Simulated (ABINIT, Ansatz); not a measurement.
# Cl (Cmce): G0W0 with ABINIT, start to end, part 2 of 3

Wanted: ground state, empty states, screening and self-energy for Cl (Cmce).

ABINIT 10.8.3; PBE and many-body steps on it, plane waves. Known limits of the many-body steps: not at the basis limit; coarse k mesh.

So far. Step 2 (Ground state): The gap is indirect, with the least direct gap 0.06 eV higher.

### 3. Bands along the symmetry lines

Level of this step: DFT, PBE, plane waves, norm-conserving pseudopotentials (ABINIT).

Levels along a band path, at the cheap level, show where the edges lie and whether the meshes to come will hold them.

Input file run.abi:

```
acell 3*1.0 Angstrom
rprim 
  3.145000000000 -2.250000000000 0.000000000000
  3.145000000000 2.250000000000 0.000000000000
  0.000000000000 0.000000000000 8.210000000000
ntypat 1
znucl 17
natom 4
typat 1 1 1 1
xred 
  0.870000000000 0.130000000000 0.100000000000
  0.630000000000 0.370000000000 0.600000000000
  0.130000000000 0.870000000000 0.900000000000
  0.370000000000 0.630000000000 0.400000000000
pp_dirpath "pseudos"
pseudos "Cl.upf"
ecut 25
iscf -2
irdden 1
kptopt 0
nkpt 92
kpt 
  0.00000000 0.00000000 0.00000000
  0.06250000 0.06250000 0.00000000
  0.12500000 0.12500000 0.00000000
  0.18750000 0.18750000 0.00000000
  0.25000000 0.25000000 0.00000000
  0.31250000 0.31250000 0.00000000
  0.37500000 0.37500000 0.00000000
  0.43750000 0.43750000 0.00000000
  0.50000000 0.50000000 0.00000000
  0.48474461 0.51525539 0.00000000
  0.46948923 0.53051077 0.00000000
  0.45423384 0.54576616 0.00000000
  0.43897845 0.56102155 0.00000000
  0.42372307 0.57627693 0.00000000
  0.40846768 0.59153232 0.00000000
  0.39321230 0.60678770 0.00000000
  0.37795691 0.62204309 0.00000000
  -0.37795691 0.37795691 0.00000000
  -0.33071230 0.33071230 0.00000000
  -0.28346768 0.28346768 0.00000000
  -0.23622307 0.23622307 0.00000000
  -0.18897845 0.18897845 0.00000000
  -0.14173384 0.14173384 0.00000000
  -0.09448923 0.09448923 0.00000000
  -0.04724461 0.04724461 0.00000000
  0.00000000 0.00000000 0.00000000
  0.00000000 0.00000000 0.06250000
  0.00000000 0.00000000 0.12500000
  0.00000000 0.00000000 0.18750000
  0.00000000 0.00000000 0.25000000
  0.00000000 0.00000000 0.31250000
  0.00000000 0.00000000 0.37500000
  0.00000000 0.00000000 0.43750000
  0.00000000 0.00000000 0.50000000
  -0.04724461 0.04724461 0.50000000
  -0.09448923 0.09448923 0.50000000
  -0.14173384 0.14173384 0.50000000
  -0.18897845 0.18897845 0.50000000
  -0.23622307 0.23622307 0.50000000
  -0.28346768 0.28346768 0.50000000
  -0.33071230 0.33071230 0.50000000
  -0.37795691 0.37795691 0.50000000
  0.37795691 0.62204309 0.50000000
  0.39321230 0.60678770 0.50000000
  0.40846768 0.59153232 0.50000000
  0.42372307 0.57627693 0.50000000
  0.43897845 0.56102155 0.50000000
  0.45423384 0.54576616 0.50000000
  0.46948923 0.53051077 0.50000000
  0.48474461 0.51525539 0.50000000
  0.50000000 0.50000000 0.50000000
  0.50000000 0.50000000 0.43750000
  0.50000000 0.50000000 0.37500000
  0.50000000 0.50000000 0.31250000
  0.50000000 0.50000000 0.25000000
  0.50000000 0.50000000 0.18750000
  0.50000000 0.50000000 0.12500000
  0.50000000 0.50000000 0.06250000
  0.50000000 0.50000000 0.00000000
  0.00000000 0.00000000 0.00000000
  0.00000000 0.06250000 0.00000000
  0.00000000 0.12500000 0.00000000
  0.00000000 0.18750000 0.00000000
  0.00000000 0.25000000 0.00000000
  0.00000000 0.31250000 0.00000000
  0.00000000 0.37500000 0.00000000
  0.00000000 0.43750000 0.00000000
  0.00000000 0.50000000 0.00000000
  0.00000000 0.50000000 0.06250000
  0.00000000 0.50000000 0.12500000
  0.00000000 0.50000000 0.18750000
  0.00000000 0.50000000 0.25000000
  0.00000000 0.50000000 0.31250000
  0.00000000 0.50000000 0.37500000
  0.00000000 0.50000000 0.43750000
  0.00000000 0.50000000 0.50000000
  0.00000000 0.43750000 0.50000000
  0.00000000 0.37500000 0.50000000
  0.00000000 0.31250000 0.50000000
  0.00000000 0.25000000 0.50000000
  0.00000000 0.18750000 0.50000000
  0.00000000 0.12500000 0.50000000
  0.00000000 0.06250000 0.50000000
  0.00000000 0.00000000 0.50000000
  0.06250000 0.06250000 0.50000000
  0.12500000 0.12500000 0.50000000
  0.18750000 0.18750000 0.50000000
  0.25000000 0.25000000 0.50000000
  0.31250000 0.31250000 0.50000000
  0.37500000 0.37500000 0.50000000
  0.43750000 0.43750000 0.50000000
  0.50000000 0.50000000 0.50000000
istwfk *1
nband 21
nbdbuf 2
tolwfr 1e-08
nstep 40
prtwf 0
prtvol 0
indata_prefix "in"
outdata_prefix "out"
tmpdata_prefix "tmp"
```

Launch:

```
OMP_NUM_THREADS=1 mpirun -n 4 abinit run.abi > log
```

Numbers of over 12 decimals in the logs are rounded to 6 here.

What it wrote:

```text
.Version 10.8.3 of ABINIT. v10.8.2 released Aug 2026.

 Symmetries : space group Cm c a (# 64); Bravais oC (1-face-center ortho.)
[... echo of the input left out ...]
== DATASET  1 ==================================================================
-   mpi_nproc: 4, omp_nthreads: 1 (-1 if OMP is not activated)

--- !DatasetInfo
iteration_state: {dtset: 1, }
dimensions: {natom: 4, nkpt: 92, mband: 21, nsppol: 1, nspinor: 1, nspden: 1, mpw: 4726, }
cutoff_energies: {ecut:  25.0, pawecutdg:  -1.0, }
electrons: {nelect:   2.80000000E+01, charge:   0.00000000E+00, occopt:   1.00000000E+00, tsmear:   1.00000000E-02, }

 Real(R)+Recip(G) space primitive vectors, cartesian coordinates (Bohr,Bohr^-1):
 R(1)=  5.9431887 -4.2518838  0.0000000  G(1)=  0.0841299 -0.1175949  0.0000000
 R(2)=  5.9431887  4.2518838  0.0000000  G(2)=  0.0841299  0.1175949  0.0000000
 R(3)=  0.0000000  0.0000000 15.5146515  G(3)=  0.0000000  0.0000000  0.0644552
 Unit cell volume ucvol=  7.8410265E+02 bohr^3
 Angles (23,13,12)=  9.00000000E+01  9.00000000E+01  7.11614758E+01 degrees

 getcut: wavevector=  0.0000  0.0000  0.0000  ngfft=  36  36  72
         ecut(hartree)=     25.000   => boxcut(ratio)=   2.06184

--- Pseudopotential description ------------------------------------------------
- Cl Generated using ONCVPSP code by D. R. Hamann
- 17.00000   7.00000  171031                  znucl, zion, pspdat
12 -101130 2 -1 1028                          pspcod,pspxc,lmax,lloc,mmax
     nproj     2     2     2
  pspatm : epsatm=    9.12776517
         --- l  ekb(1:nproj) -->
             0    8.139296    0.698720
             1    3.821713    1.107519
             2   -2.938609   -0.805455
 pspatm: atomic psp has been read  and splines computed

--------------------------------------------------------------------------------

================================================================================
 prteigrs : about to open file out_EIG
 Non-SCF case, kpt    1 (  0.00000  0.00000  0.00000), residuals and eigenvalues=
  9.10E-09  4.36E-09  3.03E-09  2.84E-09  2.33E-09  3.46E-09  6.47E-09  4.11E-09
  2.64E-09  3.58E-09  8.63E-09  6.28E-09  3.92E-09  5.99E-09  2.47E-09  8.22E-09
  9.45E-09  7.05E-09  9.02E-09  1.59E-05  1.13E-05
 -6.4091E-01 -6.3353E-01 -4.9406E-01 -4.7435E-01 -2.2600E-01 -1.9657E-01
 -1.2661E-01 -1.2203E-01 -1.0941E-01 -1.0909E-01 -5.6008E-02 -4.5071E-02
 -3.5652E-02 -3.2335E-02  6.0461E-02  8.1125E-02  2.2390E-01  2.4601E-01
[...]
Non-SCF case, kpt    2 (  0.06250  0.06250  0.00000), residuals and eigenvalues=
  8.20E-09  9.68E-09  3.71E-09  9.17E-09  7.66E-09  2.11E-09  3.67E-09  3.61E-09
[...]
5.04E-09  8.87E-09  9.11E-09  2.42E-05  3.23E-05
[...]
Non-SCF case, kpt    3 (  0.12500  0.12500  0.00000), residuals and eigenvalues=
[...]
2.71E-09  8.35E-09  2.97E-09  8.64E-06  3.91E-04
[...]
Non-SCF case, kpt   91 (  0.43750  0.43750  0.50000), residuals and eigenvalues=
[...]
Non-SCF case, kpt   92 (  0.50000  0.50000  0.50000), residuals and eigenvalues=
[...]
-1.6293E-01 -1.6293E-01 -1.3168E-01 -1.3168E-01 -5.6040E-02 -5.6040E-02
 -4.7061E-02 -4.7061E-02  6.4366E-02  6.4366E-02  2.9807E-01  2.9807E-01
[...]
--- !ResultsGS
iteration_state: {dtset: 1, }
comment   : Summary of ground state results
lattice_vectors:
- [  5.9431887,  -4.2518838,   0.0000000, ]
- [  5.9431887,   4.2518838,   0.0000000, ]
- [  0.0000000,   0.0000000,  15.5146515, ]
lattice_lengths: [   7.30753,    7.30753,   15.51465, ]
lattice_angles: [ 90.000,  90.000,  71.161, ] # degrees, (23, 13, 12)
lattice_volume:   7.8410265E+02
convergence: {deltae:  0.000E+00, res2:  0.000E+00, residm:  9.980E-09, diffor:  0.000E+00, }
etotal    :  -6.55896272E+01
entropy   :   0.00000000E+00
fermie    :  -3.02756789E-02
cartesian_stress_tensor: null
pressure_GPa: null
xred      :
- [  8.7000E-01,   1.3000E-01,   1.0000E-01, Cl]
- [  6.3000E-01,   3.7000E-01,   6.0000E-01, Cl]
- [  1.3000E-01,   8.7000E-01,   9.0000E-01, Cl]
- [  3.7000E-01,   6.3000E-01,   4.0000E-01, Cl]
cartesian_forces: null
force_length_stats: {min: null, max: null, mean: null, }

 Integrated electronic density in atomic spheres:
 ------------------------------------------------
 Atom  Sphere_radius  Integrated_density
[...]
================================================================================

 ----iterations are completed or convergence reached----

 Mean square residual over all n,k,spin=   54.933E-10; max=  99.800E-10
 reduced coordinates (array xred) for    4 atoms
[...]
0.130000000000      0.870000000000      0.900000000000
       0.370000000000      0.630000000000      0.400000000000

 cartesian coordinates (angstrom) at end:
    1      3.145000    -1.665000     0.821000
    2      3.145000    -0.585000     4.926000
    3      3.145000     1.665000     7.389000
    4      3.145000     0.585000     3.284000
 length scales=  1.889726125908  1.889726125908  1.889726125908 bohr
              =  1.000000000000  1.000000000000  1.000000000000 angstroms
 prteigrs : about to open file out_EIG
 Eigenvalues (hartree) for nkpt=  92  k points:
 kpt#   1, nband= 21, wtk=  1.00000, kpt=  0.0000  0.0000  0.0000 (reduced coord)
[...]
kpt#   2, nband= 21, wtk=  1.00000, kpt=  0.0625  0.0625  0.0000 (reduced coord)
[...]
kpt#   3, nband= 21, wtk=  1.00000, kpt=  0.1250  0.1250  0.0000 (reduced coord)
[...]
kpt#  91, nband= 21, wtk=  1.00000, kpt=  0.4375  0.4375  0.5000 (reduced coord)
[...]
0.29925    0.29925    0.33074    0.33075    0.34904
 kpt#  92, nband= 21, wtk=  1.00000, kpt=  0.5000  0.5000  0.5000 (reduced coord)
  -0.62997   -0.62997   -0.48167   -0.48167   -0.21248   -0.21248   -0.16293   -0.16293
  -0.13168   -0.13168   -0.05604   -0.05604   -0.04706   -0.04706    0.06437    0.06437
   0.29807    0.29807    0.33103    0.33104    0.34782

== END DATASET(S) ==============================================================
================================================================================

 -outvars: echo values of variables after computation  --------
            nband          21
             nkpt          92
          spgroup          64
 [... the other variables as echoed above ...]

 Calculation completed.
```

Elapsed: 87 s, on 4 MPI ranks of Intel Xeon Platinum 8259CL at 2.50GHz (Skylake/Cascade Lake), shared host; peak memory 0.42 GiB; 5.8 min of CPU time.

Numbers from this step:

```yaml
gap: 2.457 eV
k_of_the_valence_top: 0.5, 0.5, 0
k_of_the_conduction_bottom: -0.0945, 0.0945, 0
least_direct_gap: 2.515 eV
```

The gap is 2.457 eV, −0.012 eV from the run before at this level.

The electronic bands at the labelled points (eV, zero at the top of the highest filled band):

```csv
point,band 11,band 12,band 13,band 14,band 15,band 16,band 17,band 18
Γ,-0.70,-0.40,-0.15,-0.06,2.47,3.03,6.92,7.52
halfway,-0.71,-0.45,-0.37,-0.07,2.55,2.88,8.41,8.55
Y,-0.96,-0.89,-0.36,0.00,2.55,2.74,8.58,8.67
halfway,-0.93,-0.81,-0.31,0.00,2.55,2.75,8.37,8.91
F0,-0.84,-0.66,-0.21,-0.01,2.60,2.78,8.52,9.16
jump to Δ0,-0.84,-0.66,-0.21,-0.01,2.60,2.78,8.52,9.16
halfway,-0.40,-0.30,-0.24,-0.05,2.64,2.98,8.22,8.70
Γ,-0.70,-0.40,-0.15,-0.06,2.47,3.03,6.92,7.52
halfway,-0.70,-0.49,-0.13,-0.07,2.51,2.91,7.11,7.57
Z,-0.64,-0.64,-0.10,-0.10,2.67,2.67,7.46,7.46
halfway,-0.22,-0.22,-0.14,-0.14,2.77,2.77,8.31,8.31
B0,-0.41,-0.41,-0.40,-0.40,2.68,2.68,9.21,9.21
jump to G0,-0.41,-0.41,-0.40,-0.40,2.68,2.68,9.21,9.21
halfway,-0.61,-0.61,-0.44,-0.44,2.61,2.61,8.99,8.99
T,-0.70,-0.70,-0.46,-0.46,2.58,2.58,8.93,8.93
halfway,-0.85,-0.80,-0.47,-0.13,2.54,2.68,8.67,8.79
Y,-0.96,-0.89,-0.36,0.00,2.55,2.74,8.58,8.67
jump to Γ,-0.70,-0.40,-0.15,-0.06,2.47,3.03,6.92,7.52
halfway,-0.42,-0.30,-0.25,-0.15,2.54,2.97,7.90,8.17
S,-0.51,-0.51,-0.15,-0.15,2.85,2.85,8.30,8.30
halfway,-0.46,-0.46,-0.09,-0.09,2.80,2.80,8.40,8.40
R,-0.43,-0.43,0.00,0.00,2.75,2.75,8.52,8.52
halfway,-0.39,-0.39,-0.16,-0.16,2.75,2.75,8.05,8.05
Z,-0.64,-0.64,-0.10,-0.10,2.67,2.67,7.46,7.46
halfway,-0.71,-0.71,-0.18,-0.18,2.66,2.66,8.76,8.76
T,-0.70,-0.70,-0.46,-0.46,2.58,2.58,8.93,8.93
```

### 4. Empty states on the mesh, 4×4×1 mesh, 76 bands

The sums over transitions need many empty states on a uniform mesh; this step solves for them.

Input file run.abi:

```
acell 3*1.0 Angstrom
rprim 
  3.145000000000 -2.250000000000 0.000000000000
  3.145000000000 2.250000000000 0.000000000000
  0.000000000000 0.000000000000 8.210000000000
ntypat 1
znucl 17
natom 4
typat 1 1 1 1
xred 
  0.870000000000 0.130000000000 0.100000000000
  0.630000000000 0.370000000000 0.600000000000
  0.130000000000 0.870000000000 0.900000000000
  0.370000000000 0.630000000000 0.400000000000
pp_dirpath "pseudos"
pseudos "Cl.upf"
ecut 25
ngkpt 4 4 1
nshiftk 1
shiftk 0 0 0
kptopt 1
chksymbreak 0
iscf -2
irdden 1
istwfk *1
nband 76
nbdbuf 6
tolwfr 1e-09
nstep 60
prtvol 0
indata_prefix "in"
outdata_prefix "out"
tmpdata_prefix "tmp"
```

What it wrote:

```text
.Version 10.8.3 of ABINIT. v10.8.2 released Aug 2026.

 Symmetries : space group Cm c a (# 64); Bravais oC (1-face-center ortho.)
[... echo of the input left out ...]
== DATASET  1 ==================================================================
-   mpi_nproc: 4, omp_nthreads: 1 (-1 if OMP is not activated)

--- !DatasetInfo
iteration_state: {dtset: 1, }
dimensions: {natom: 4, nkpt: 7, mband: 76, nsppol: 1, nspinor: 1, nspden: 1, mpw: 4689, }
cutoff_energies: {ecut:  25.0, pawecutdg:  -1.0, }
electrons: {nelect:   2.80000000E+01, charge:   0.00000000E+00, occopt:   1.00000000E+00, tsmear:   1.00000000E-02, }

 Real(R)+Recip(G) space primitive vectors, cartesian coordinates (Bohr,Bohr^-1):
 R(1)=  5.9431887 -4.2518838  0.0000000  G(1)=  0.0841299 -0.1175949  0.0000000
 R(2)=  5.9431887  4.2518838  0.0000000  G(2)=  0.0841299  0.1175949  0.0000000
 R(3)=  0.0000000  0.0000000 15.5146515  G(3)=  0.0000000  0.0000000  0.0644552
 Unit cell volume ucvol=  7.8410265E+02 bohr^3
 Angles (23,13,12)=  9.00000000E+01  9.00000000E+01  7.11614758E+01 degrees

 getcut: wavevector=  0.0000  0.0000  0.0000  ngfft=  36  36  72
         ecut(hartree)=     25.000   => boxcut(ratio)=   2.06184

--- Pseudopotential description ------------------------------------------------
- Cl Generated using ONCVPSP code by D. R. Hamann
- 17.00000   7.00000  171031                  znucl, zion, pspdat
12 -101130 2 -1 1028                          pspcod,pspxc,lmax,lloc,mmax
     nproj     2     2     2
  pspatm : epsatm=    9.12776517
         --- l  ekb(1:nproj) -->
             0    8.139296    0.698720
             1    3.821713    1.107519
             2   -2.938609   -0.805455
 pspatm: atomic psp has been read  and splines computed

--------------------------------------------------------------------------------

================================================================================
 prteigrs : about to open file out_EIG
 Non-SCF case, kpt    1 (  0.00000  0.00000  0.00000), residuals and eigenvalues=
  4.13E-10  2.87E-10  1.84E-10  5.84E-10  8.97E-10  3.26E-10  1.68E-10  8.43E-10
  7.27E-10  6.54E-10  9.15E-10  2.18E-10  5.04E-10  2.52E-10  8.51E-10  1.68E-10
  2.99E-10  4.29E-10  5.83E-10  6.45E-10  3.85E-10  8.10E-10  2.13E-10  4.02E-10
[...]
9.38E-07  1.53E-06  1.01E-04  2.64E-04
 -6.4091E-01 -6.3353E-01 -4.9406E-01 -4.7435E-01 -2.2600E-01 -1.9657E-01
 -1.2661E-01 -1.2203E-01 -1.0941E-01 -1.0909E-01 -5.6008E-02 -4.5071E-02
 -3.5652E-02 -3.2335E-02  6.0461E-02  8.1125E-02  2.2390E-01  2.4601E-01
[...]
1.0466E+00  1.0525E+00  1.0528E+00  1.0545E+00  1.0783E+00  1.1034E+00
  1.1534E+00  1.1584E+00  1.1625E+00  1.1677E+00  1.1935E+00  1.2417E+00
  1.2443E+00  1.2472E+00  1.2692E+00  1.2727E+00
 prteigrs : prtvol=0 or 1, do not print more k-points.

--- !ResultsGS
iteration_state: {dtset: 1, }
comment   : Summary of ground state results
lattice_vectors:
- [  5.9431887,  -4.2518838,   0.0000000, ]
- [  5.9431887,   4.2518838,   0.0000000, ]
- [  0.0000000,   0.0000000,  15.5146515, ]
lattice_lengths: [   7.30753,    7.30753,   15.51465, ]
lattice_angles: [ 90.000,  90.000,  71.161, ] # degrees, (23, 13, 12)
lattice_volume:   7.8410265E+02
convergence: {deltae:  0.000E+00, res2:  0.000E+00, residm:  9.990E-10, diffor:  0.000E+00, }
etotal    :  -6.55896272E+01
entropy   :   0.00000000E+00
fermie    :  -3.02756789E-02
cartesian_stress_tensor: null
pressure_GPa: null
xred      :
- [  8.7000E-01,   1.3000E-01,   1.0000E-01, Cl]
- [  6.3000E-01,   3.7000E-01,   6.0000E-01, Cl]
- [  1.3000E-01,   8.7000E-01,   9.0000E-01, Cl]
- [  3.7000E-01,   6.3000E-01,   4.0000E-01, Cl]
cartesian_forces: null
force_length_stats: {min: null, max: null, mean: null, }

 Integrated electronic density in atomic spheres:
 ------------------------------------------------
 Atom  Sphere_radius  Integrated_density
[...]
================================================================================

 ----iterations are completed or convergence reached----

 Mean square residual over all n,k,spin=   48.990E-11; max=  99.903E-11
 reduced coordinates (array xred) for    4 atoms
[...]
0.130000000000      0.870000000000      0.900000000000
       0.370000000000      0.630000000000      0.400000000000

 cartesian coordinates (angstrom) at end:
    1      3.145000    -1.665000     0.821000
    2      3.145000    -0.585000     4.926000
    3      3.145000     1.665000     7.389000
    4      3.145000     0.585000     3.284000
 length scales=  1.889726125908  1.889726125908  1.889726125908 bohr
              =  1.000000000000  1.000000000000  1.000000000000 angstroms
 prteigrs : about to open file out_EIG
 Eigenvalues (hartree) for nkpt=   7  k points:
 kpt#   1, nband= 76, wtk=  0.06250, kpt=  0.0000  0.0000  0.0000 (reduced coord)
[...]
0.97991    0.98247    1.00826    1.03179    1.04658    1.05247    1.05278    1.05451
   1.07832    1.10343    1.15343    1.15839    1.16248    1.16774    1.19350    1.24169
   1.24430    1.24721    1.26921    1.27272
 prteigrs : prtvol=0 or 1, do not print more k-points.

== END DATASET(S) ==============================================================
================================================================================

 -outvars: echo values of variables after computation  --------
            nband          76
             nkpt           7
          spgroup          64
 [... the other variables as echoed above ...]

 Calculation completed.
```

Run time: 50 s. Hardware: 4 MPI ranks; peak memory 0.34 GiB.

This step gave:

```yaml
gap: 2.469 eV
k_of_the_valence_top: 0.5, 0.5, 0
k_of_the_conduction_bottom: 0, 0, 0
least_direct_gap: 2.525 eV
k_points_computed: 7
lowest_point_of_the_top_converged_band_above_the_valence_top: 32.60 eV
```

On this mesh the gap is 2.469 eV.

(Part 2 of 3 ends here.)

[Paths, hosts, dates, memory and timing lines, banners, echoed tables and standing remarks are left out of the program output.]

[Logs are printed without paths, hosts, clocks, repeated set-up lines and the standing remarks that a program may print on its own settings, such as how far it seeks lower states.]

[Runs of the session that timed out or met a known fault of the program may be left out.]

[Hosts, paths, dates, database ids (printed as entryN), source tags and the programs' standing remarks are cut or masked in the printed files.]

[G0W0 gaps are taken among the corrected bands and points alone; a level outside them can change the order at an edge.]

[Where Ansatz stands beside ABINIT at settings called matched, ABINIT's density can come from a denser mesh and the files from another edition; pairs whose starting gaps differed by over 0.03 eV were left out, so agreement reads better than it is.]
